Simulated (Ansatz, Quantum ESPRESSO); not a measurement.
# 1T-SiO2, 1 layer: biaxial strain by an ASE script, part 2 of 2

Aim: band edges, gap and stiffness of 1T-SiO2, 1 layer under biaxial strain.

Quantum ESPRESSO 7.5; plane-wave DFT, PBE, GBRV ultrasoft pseudopotentials; geometry by Ansatz 0.2.0 with PAW datasets.

So far: The starting structure; Geometry from Ansatz.

### 3. Running the series

Under ESM bc1 levels count from the vacuum, or from the mean of the two vacuum levels where the sheet has a dipole, so band edges at unlike strains can be compared.

Level of this step: plane-wave DFT, PBE, GBRV ultrasoft pseudopotentials (Quantum ESPRESSO 7.5).

run.py reads:

```python
import json
import numpy as np
from ase import Atoms
from ase.calculators.espresso import Espresso, EspressoProfile

profile = EspressoProfile(command='mpirun -n 2 pw.x -nk 2', pseudo_dir='../pseudo')
pseudopotentials = {'O': 'o_pbe_v1.2.uspp.F.UPF', 'Si': 'si_pbe_v1.uspp.F.UPF'}
system = {'ecutwfc': 40, 'ecutrho': 200, 'occupations': 'smearing', 'smearing': 'fd', 'degauss': 0.002}


def calculator(name, kpts, **extra):
    data = dict(control=dict(tprnfor=True, verbosity='high', disk_io='none'),
                system=system | extra,
                electrons=dict(conv_thr=1e-09, mixing_beta=0.4, mixing_mode='plain',
                               electron_maxstep=100))
    return Espresso(profile=profile, directory=name, pseudopotentials=pseudopotentials, kpts=kpts, input_data=data)


def centre(atoms):
    z = atoms.positions[:, 2]
    atoms.positions[:, 2] -= (z.max() + z.min()) / 2  # ESM wants the slab about z = 0
    return atoms

sheet = Atoms(
    ['O', 'Si', 'O'],
    scaled_positions=[
        [0.6666666667, 0.3333333333, 0.4456777303],
        [0.0000000000, 0.0000000000, 0.4999999964],
        [0.3333333333, 0.6666666667, 0.5543222733]],
    cell=[
        [2.697985101498, 0.000000000000, 0.000000000000],
        [-1.348992550749, 2.336523636929, 0.000000000000],
        [0.000000000000, 0.000000000000, 16.859039999900]],
    pbc=True)

rows = []
for strain in [-0.03, -0.015, 0.0, 0.015, 0.03]:
    atoms = sheet.copy()
    atoms.set_cell(sheet.cell.array * [[1 + strain], [1 + strain], [1]], scale_atoms=True)
    atoms = centre(atoms)
    atoms.calc = calculator(f's{strain:+.3f}', (18, 18, 1), assume_isolated='esm', esm_bc='bc1', nbnd=12)
    energy = atoms.get_potential_energy()
    levels = np.array([atoms.calc.get_eigenvalues(kpt=i) for i in range(len(atoms.calc.get_ibz_k_points()))])
    top, bottom = levels[:, 7].max(), levels[:, 8].min()
    direct = (levels[:, 8] - levels[:, 7]).min()
    rows.append([strain, energy, top, bottom, direct])
    print(f'strain {strain:+.3f}: E = {energy:.5f} eV, valence top {top:.3f}, conduction bottom {bottom:.3f}, '
          f'gap {bottom - top:.3f}, least direct gap {direct:.3f} eV')

x, energy, top, bottom, direct = np.array(rows).T
area = np.linalg.norm(np.cross(*sheet.cell[:2]))
stiffness = np.polyfit(x, energy, 2)[0] / area * 16.0218  # C11 + C12, heights clamped
print(f'valence and conduction edges move by {np.polyfit(x, top, 1)[0]:.2f} and {np.polyfit(x, bottom, 1)[0]:.2f} eV per unit biaxial strain')
print(f'C11 + C12 with clamped heights: {stiffness:.1f} N/m')
json.dump(dict(rows=rows, stiffness=stiffness), open('result.json', 'w'))
```

Run with:

```console
> OMP_NUM_THREADS=1 python run.py
```

Log:

```text
strain -0.030: E = -1012.83179 eV, valence top -9.096, conduction bottom -1.482, gap 7.614, least direct gap 8.255 eV
strain -0.015: E = -1012.92397 eV, valence top -9.035, conduction bottom -1.901, gap 7.134, least direct gap 7.738 eV
strain +0.000: E = -1012.95447 eV, valence top -8.973, conduction bottom -2.346, gap 6.627, least direct gap 7.201 eV
strain +0.015: E = -1012.92983 eV, valence top -8.912, conduction bottom -2.795, gap 6.117, least direct gap 6.664 eV
strain +0.030: E = -1012.85608 eV, valence top -8.848, conduction bottom -3.233, gap 5.615, least direct gap 6.142 eV
valence and conduction edges move by 4.13 and -29.31 eV per unit biaxial strain
C11 + C12 with clamped heights: 312.2 N/m
```

Wall time 3.9 min (2 MPI ranks of Arm Neoverse V1, shared host); peak memory 0.3 GiB; 7.8 min of CPU time.

The input that ASE wrote for the first run, and its log:

```
&CONTROL
   verbosity        = 'high'
   tprnfor          = .true.
   disk_io          = 'none'
   pseudo_dir       = '../pseudo'
/
&SYSTEM
   nbnd             = 12
   ecutwfc          = 40
   ecutrho          = 200
   occupations      = 'smearing'
   degauss          = 0.002
   smearing         = 'fd'
   assume_isolated  = 'esm'
   esm_bc           = 'bc1'
   ntyp             = 2
   nat              = 3
   ibrav            = 0
/
&ELECTRONS
   electron_maxstep = 100
   conv_thr         = 1e-09
   mixing_mode      = 'plain'
   mixing_beta      = 0.4
/
&IONS
/
&CELL
/
&FCP
/
&RISM
/
ATOMIC_SPECIES
O 15.999 o_pbe_v1.2.uspp.F.UPF
Si 28.085 si_pbe_v1.uspp.F.UPF

K_POINTS automatic
18 18 1  0 0 0

CELL_PARAMETERS angstrom
2.61704554845306 0.00000000000000 0.00000000000000
-1.30852277422653 2.26642792782113 0.00000000000000
0.00000000000000 0.00000000000000 16.85903999990000

ATOMIC_POSITIONS angstrom
O 1.3085227744 0.7554759759 -0.9158213481  
Si 0.0000000000 0.0000000000 -0.0000000910  
O -0.0000000001 1.5109519520 0.9158213481
```

```text
Program PWSCF v.7.5 starts
[citation notice left out]

     Parallel version (MPI & OpenMP), running on       2 processor cores
     Number of MPI processes:                 2
     Threads/MPI process:                     1

     MPI processes distributed on     1 nodes
[... 1 line left out ...]

Warning: card &CELL ignored
Warning: card &FCP ignored
Warning: card &RISM ignored

     Current dimensions of program PWSCF are:
     Max number of different atomic species (ntypx) = 10
     Max number of k-points (npk) =  40000
     Max angular momentum in pseudopotentials (lmaxx) =  4
     Message from routine setup:
     using ibrav=0 with symmetry is DISCOURAGED, use correct ibrav instead

     K-points division:     npool     =       2
     Subspace diagonalization in iterative solution of the eigenvalue problem:
     a serial algorithm will be used

     G-vector sticks info
     --------------------
     sticks:   dense  smooth     PW     G-vecs:    dense   smooth      PW
     Sum         337     265     85                32147    23001    4225

     Using Slab Decomposition

     bravais-lattice index     =            0
     lattice parameter (alat)  =       4.9455  a.u.
     unit-cell volume          =     674.8118 (a.u.)^3
     number of atoms/cell      =            3
     number of atomic types    =            2
     number of electrons       =        16.00
     number of Kohn-Sham states=           12
     kinetic-energy cutoff     =      40.0000  Ry
     charge density cutoff     =     200.0000  Ry
     scf convergence threshold =      1.0E-09
     mixing beta               =       0.4000
     number of iterations used =            8  plain     mixing
     Exchange-correlation= SLA  PW   PBE  PBE
                           (   1   4   3   4   0   0   0)

     Effective Screening Medium Method
     =================================
     Boundary Conditions: Vacuum-Slab-Vacuum
     total charge in unit cell        =   0.0000
     grid points for fit at edges     =        4

[... 10 lines left out ...]
     PseudoPot. # 1 for O  read from file:
     ../pseudo/o_pbe_v1.2.uspp.F.UPF
     Pseudo is Ultrasoft + core correction, Zval =  6.0
     Generated by new atomic code, or converted to UPF format
     Using radial grid of  737 points,  5 beta functions with:
                l(1) =   0
                l(2) =   0
                l(3) =   1
                l(4) =   1
                l(5) =   2
     Q(r) pseudized with  8 coefficients,  rinner =    0.900   0.900   0.900
                                                       0.900   0.900

     PseudoPot. # 2 for Si read from file:
     ../pseudo/si_pbe_v1.uspp.F.UPF
     Pseudo is Ultrasoft + core correction, Zval =  4.0
     Generated by new atomic code, or converted to UPF format
     Using radial grid of  899 points,  6 beta functions with:
                l(1) =   0
                l(2) =   0
                l(3) =   1
[... 607 lines left out ...]

     negative rho (up, down):  3.858E-04 0.000E+00

[... 1 line left out ...]

     End of self-consistent calculation

          k = 0.0000 0.0000 0.0000 (  2825 PWs)   bands (ev):

   -30.6449 -26.6355 -13.8261 -10.9288 -10.9288  -9.7588  -9.7588  -9.7365
    -1.4815  -0.3865  -0.3737   0.3187

     occupation numbers
     1.0000   1.0000   1.0000   1.0000   1.0000   1.0000   1.0000   1.0000
     0.0000   0.0000   0.0000   0.0000

[... 216 lines left out ...]

     the Fermi energy is    -2.8763 ev

!    total energy              =     -74.44177010 Ry
     estimated scf accuracy    <          1.4E-11 Ry
     smearing contrib. (-TS)   =       0.00000000 Ry
     internal energy E=F+TS    =     -74.44177010 Ry

     The total energy is F=E-TS. E is the sum of the following terms:
     one-electron contribution =     291.39446836 Ry
     hartree contribution      =    -143.92224798 Ry
     xc contribution           =     -19.47927079 Ry
     ewald contribution        =    -202.43471969 Ry

     convergence has been achieved in  19 iterations

     negative rho (up, down):  3.858E-04 0.000E+00

     Forces acting on atoms (cartesian axes, Ry/au):

     atom    1 type  1   force =     0.00000000    0.00000000   -0.02670145
     atom    2 type  2   force =     0.00000000    0.00000000    0.00000000
     atom    3 type  1   force =     0.00000000    0.00000000    0.02670145
     The non-local contrib.  to forces
     atom    1 type  1   force =     0.00000000   -0.00000000    1.40900476
     atom    2 type  2   force =     0.00000000    0.00000000    0.00000000
     atom    3 type  1   force =     0.00000000    0.00000000   -1.40900476
     The ionic contribution  to forces
     atom    1 type  1   force =    -0.00000000    0.00000000  -32.56777474
     atom    2 type  2   force =     0.00000000    0.00000000   -0.00000112
     atom    3 type  1   force =     0.00000000   -0.00000000   32.56777586
     The local contribution  to forces
     atom    1 type  1   force =    -0.00000001    0.00000000   31.13776647
     atom    2 type  2   force =     0.00000000    0.00000000    0.00000424
     atom    3 type  1   force =     0.00000001   -0.00000001  -31.13775935
     The core correction contribution to forces
     atom    1 type  1   force =    -0.00000000    0.00000000   -0.00569233
     atom    2 type  2   force =    -0.00000000   -0.00000000   -0.00000003
     atom    3 type  1   force =     0.00000000   -0.00000000    0.00569233
     The Hubbard contrib.    to forces
     atom    1 type  1   force =     0.00000000    0.00000000    0.00000000
     atom    2 type  2   force =     0.00000000    0.00000000    0.00000000
     atom    3 type  1   force =     0.00000000    0.00000000    0.00000000
     The SCF correction term to forces
     atom    1 type  1   force =     0.00000000   -0.00000000   -0.00000150
     atom    2 type  2   force =    -0.00000000   -0.00000000   -0.00000000
     atom    3 type  1   force =     0.00000000    0.00000000    0.00000150

     Total force =     0.037762     Total SCF correction =     0.000002
     Message from routine punch:
     Nothing written, as per user request (disk_io='none')

[... 1 line left out ...]

[... 1 line left out ...]

[... 1 line left out ...]

[... 3 lines left out ...]

[... 1 line left out ...]

[... 2 lines left out ...]

[... 1 line left out ...]

[... 1 line left out ...]

=------------------------------------------------------------------------------=
   JOB DONE.
=------------------------------------------------------------------------------=
```

Numbers from this step:

| Quantity | Value |
| --- | --- |
| biaxial stiffness | 312.2 N/m |

Band edge from the vacuum level against biaxial strain:

| biaxial strain (%) | valence top (eV) | conduction bottom (eV) |
| --- | --- | --- |
| -3.00 | -9.10 | -1.48 |
| -1.50 | -9.04 | -1.90 |
| 0.00 | -8.97 | -2.35 |
| 1.50 | -8.91 | -2.79 |
| 3.00 | -8.85 | -3.23 |

The gap by biaxial strain:

| biaxial strain (%) | on the mesh (eV) | least direct (eV) |
| --- | --- | --- |
| -3.00 | 7.61 | 8.26 |
| -1.50 | 7.13 | 7.74 |
| 0.00 | 6.63 | 7.20 |
| 1.50 | 6.12 | 6.66 |
| 3.00 | 5.62 | 6.14 |

Table of energy over the lowest by biaxial strain:

| biaxial strain (%) | energy over the lowest (meV) |
| --- | --- |
| -3.00 | 123 |
| -1.50 | 30.5 |
| 0.00 | 0 |
| 1.50 | 24.6 |
| 3.00 | 98.4 |

### 4. Running the series: LDA, GBRV ultrasoft

Level of this step: plane-wave DFT, LDA, GBRV ultrasoft pseudopotentials (Quantum ESPRESSO 7.5).

run.py is the input of step 3 with these lines changed:

```diff
@@ -6,3 +6,3 @@
 profile = EspressoProfile(command='mpirun -n 2 pw.x -nk 2', pseudo_dir='../pseudo')
-pseudopotentials = {'O': 'o_pbe_v1.2.uspp.F.UPF', 'Si': 'si_pbe_v1.uspp.F.UPF'}
+pseudopotentials = {'O': 'o_lda_v1.2.uspp.F.UPF', 'Si': 'si_lda_v1.uspp.F.UPF'}
 system = {'ecutwfc': 40, 'ecutrho': 200, 'occupations': 'smearing', 'smearing': 'fd', 'degauss': 0.002}
```

Run with:

```console
> OMP_NUM_THREADS=1 python run.py
```

Log:

```text
strain -0.030: E = -1013.49735 eV, valence top -9.436, conduction bottom -1.795, gap 7.641, least direct gap 8.313 eV
strain -0.015: E = -1013.52541 eV, valence top -9.373, conduction bottom -2.254, gap 7.119, least direct gap 7.759 eV
strain +0.000: E = -1013.49417 eV, valence top -9.310, conduction bottom -2.721, gap 6.588, least direct gap 7.196 eV
strain +0.015: E = -1013.41027 eV, valence top -9.247, conduction bottom -3.182, gap 6.066, least direct gap 6.645 eV
strain +0.030: E = -1013.27942 eV, valence top -9.184, conduction bottom -3.626, gap 5.559, least direct gap 6.114 eV
valence and conduction edges move by 4.20 and -30.59 eV per unit biaxial strain
C11 + C12 with clamped heights: 298.9 N/m
```

Elapsed: 3.5 min, on 2 MPI ranks; peak memory 0.3 GiB; 6.9 min of CPU time.

Read from the output:

- biaxial stiffness: 298.9 N/m

Table of band edge from the vacuum level by biaxial strain:

| biaxial strain (%) | valence top (eV) | conduction bottom (eV) |
| --- | --- | --- |
| -3.00 | -9.44 | -1.79 |
| -1.50 | -9.37 | -2.25 |
| 0.00 | -9.31 | -2.72 |
| 1.50 | -9.25 | -3.18 |
| 3.00 | -9.18 | -3.63 |

Gap against biaxial strain:

| biaxial strain (%) | on the mesh (eV) | least direct (eV) |
| --- | --- | --- |
| -3.00 | 7.64 | 8.31 |
| -1.50 | 7.12 | 7.76 |
| 0.00 | 6.59 | 7.20 |
| 1.50 | 6.07 | 6.65 |
| 3.00 | 5.56 | 6.11 |

Energy over the lowest against biaxial strain:

| biaxial strain (%) | energy over the lowest (meV) |
| --- | --- |
| -3.00 | 28.1 |
| -1.50 | 0 |
| 0.00 | 31.2 |
| 1.50 | 115 |
| 3.00 | 246 |

### 5. By hand

Under equal strain ε in the plane, E = A (C11 + C12) ε². From the points at ±1.5 %: d²E/dε² = (30.49 + 24.64 − 2 × 0.00) meV / 0.015² = 245 eV, and 245/(2 × 6.304 Å²) × 16.02 = 311 N/m.

### 6. Outcome

* C11 + C12, heights clamped, PBE, GBRV ultrasoft: 312 N/m
* gap on the mesh at zero strain, PBE, GBRV ultrasoft: 6.63 eV
* valence top below the vacuum at zero strain, PBE, GBRV ultrasoft: 8.97 eV
* shift of the valence top per unit biaxial strain, PBE, GBRV ultrasoft: 4.1 eV
* shift of the conduction bottom per unit biaxial strain, PBE, GBRV ultrasoft: -29.3 eV
* C11 + C12, heights clamped, LDA, GBRV ultrasoft: 299 N/m
* gap on the mesh at zero strain, LDA, GBRV ultrasoft: 6.59 eV
* valence top below the vacuum at zero strain, LDA, GBRV ultrasoft: 9.31 eV
* shift of the valence top per unit biaxial strain, LDA, GBRV ultrasoft: 4.2 eV
* shift of the conduction bottom per unit biaxial strain, LDA, GBRV ultrasoft: -30.6 eV

What this shows: The sheet's biaxial stiffness comes to 312 N/m and its gap at zero strain to 6.63 eV (PBE, GBRV ultrasoft). From −3 % to +3 % the gap on the mesh goes from 7.61 to 5.62 eV; it is indirect at every strain. Heights are clamped under strain, which makes a sheet with several atomic planes too stiff. Zero strain is the PBE cell; under LDA the energy is lowest near -1.6 %, so its stiffness is taken away from its own minimum. Semilocal gaps are too small.

[Logs are printed without paths, hosts, clocks, repeated set-up lines and the standing remarks that a program may print on its own settings, such as how far it seeks lower states.]

[Hosts, paths, dates, database ids (printed as entryN), source tags and the programs' standing remarks are cut or masked in the printed files.]

[Maps of the electrostatic potential energy from Ansatz leave out the sawtooth potential of an applied field or a dipole correction, so their vacuum need not be flat; planar profiles and work functions include it.]
